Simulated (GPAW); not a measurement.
Consider Si2W (P6_222).

```
W Si
1.0
     4.61685    0.00000    0.00000
    -2.30843    3.99831    0.00000
     0.00000    0.00000    6.65322
W Si
3 6
Direct
  0.50000 0.00000 0.50000
  0.50000 0.50000 0.83333
  0.00000 0.50000 0.16667
  0.32725 0.16363 0.16667
  0.83637 0.16363 0.83333
  0.16363 0.32725 0.50000
  0.67275 0.83637 0.16667
  0.16363 0.83637 0.83333
  0.83637 0.67275 0.50000
```

Absorber: atom 4, with 2 Si at 2.57 Å, 2 W at 2.59 Å, 1 Si at 2.62 Å, 3 W at 2.65 to 2.69 Å, 2 Si at 2.69 Å and 4 Si at 3.17 to 3.23 Å (14-fold, site symmetry 2). Method: GPAW, LDA, excited-electron core hole (neutral cell), 9-atom cell with 4.6 Å between holes, 8×8×5 k points, dipole transitions, Gaussian full width 0.9 eV up to 4 eV, rising linearly to 3.5 eV at 25 eV, without spin-orbit coupling.

Q: Where do the maxima of the Si K edge fall?

Main maxima up to 24 eV above the zero (height): 0.8 eV (1.47), 2.8 eV (1.32), 5.1 eV (1.85) and 14.1 eV (0.76). A K edge sees empty p states on the absorber. The total-energy difference is 1844.49 eV. One term is added: -14.86 eV, since the hole is spin-paired here and a spin-polarised one costs that much less in the free atom (computed apart). The photon energy is then 1829.63 eV. The tabulated edge of the element is 1839 eV. The functional leaves an error in such absolute values: in the free atom LDA prices this hole 7.8 eV below PBE (computed apart), and PBE is itself good to a few eV.

The Si K spectrum (energy from the lowest empty level; intensity scaled to a mean of 1 over the first 20 eV; polarised curves are means over the symmetry-equivalent atoms):

```tsv
E (eV)	isotropic	ε ⊥ c	ε ∥ c
-2.0	0.00	0.00	0.00
-1.5	0.00	0.00	0.00
-1.0	0.01	0.00	0.01
-0.5	0.12	0.10	0.17
0.0	0.71	0.62	0.90
0.5	1.39	1.37	1.42
1.0	1.44	1.57	1.17
1.5	1.31	1.41	1.12
2.0	1.24	1.25	1.20
2.5	1.28	1.26	1.32
3.0	1.30	1.26	1.38
3.5	1.28	1.28	1.29
4.0	1.51	1.51	1.51
4.5	1.77	1.79	1.73
5.0	1.85	1.92	1.72
5.5	1.83	1.96	1.57
6.0	1.72	1.88	1.39
6.5	1.43	1.56	1.18
7.0	1.14	1.22	1.00
7.5	0.99	1.04	0.90
8.0	0.95	0.97	0.90
8.5	0.93	0.95	0.90
9.0	0.90	0.91	0.87
9.5	0.86	0.86	0.87
10.0	0.84	0.81	0.91
10.5	0.81	0.75	0.94
11.0	0.76	0.68	0.93
11.5	0.71	0.63	0.89
12.0	0.68	0.60	0.85
12.5	0.68	0.59	0.84
13.0	0.70	0.62	0.87
13.5	0.74	0.66	0.89
14.0	0.75	0.70	0.87
14.5	0.75	0.72	0.81
15.0	0.73	0.72	0.75
15.5	0.71	0.72	0.71
16.0	0.70	0.71	0.68
16.5	0.69	0.70	0.66
17.0	0.68	0.69	0.64
17.5	0.67	0.68	0.63
18.0	0.65	0.67	0.63
18.5	0.64	0.64	0.62
19.0	0.61	0.61	0.61
19.5	0.59	0.58	0.59
20.0	0.56	0.56	0.58
20.5	0.55	0.54	0.58
21.0	0.55	0.53	0.58
21.5	0.56	0.54	0.60
22.0	0.57	0.54	0.62
22.5	0.58	0.55	0.64
23.0	0.59	0.57	0.65
23.5	0.61	0.58	0.67
24.0	0.63	0.60	0.68
24.5	0.65	0.63	0.69
25.0	0.67	0.66	0.70
25.5	0.70	0.69	0.70
26.0	0.72	0.73	0.70
26.5	0.74	0.76	0.70
27.0	0.75	0.78	0.70
27.5	0.76	0.79	0.70
28.0	0.77	0.79	0.71
28.5	0.77	0.79	0.72
29.0	0.77	0.79	0.73
29.5	0.78	0.79	0.74
30.0	0.78	0.80	0.75
30.5	0.79	0.81	0.76
31.0	0.80	0.82	0.77
```

The holes are only 4.6 Å apart, so the shape is probably not converged with cell size; no larger cell was run here. Lifetime broadening is put in by hand, and intensities beyond about 20 eV depend on it and on the partial waves; weight that the partial waves miss at high energy is lost. The structure is a computed Materials Project entry and may be a hypothetical form.

[Banner, clock and machine lines of the logs are left out without a mark of their own.]

[Logs are printed without paths, hosts, clocks, repeated set-up lines and the standing remarks that a program may print on its own settings, such as how far it seeks lower states.]

[Hosts, paths, dates, database ids (printed as entryN), source tags and the programs' standing remarks are cut or masked in the printed files.]

[Lists of maxima count a maximum above −3 eV only where it reaches 4 % of the highest in the window and stands out from its surroundings by 2 % of it (1.5 % where it reaches 55 %); shoulders and weaker maxima are passed over, and of the rest the first, up to two pre-edge ones and the few strongest are named.]
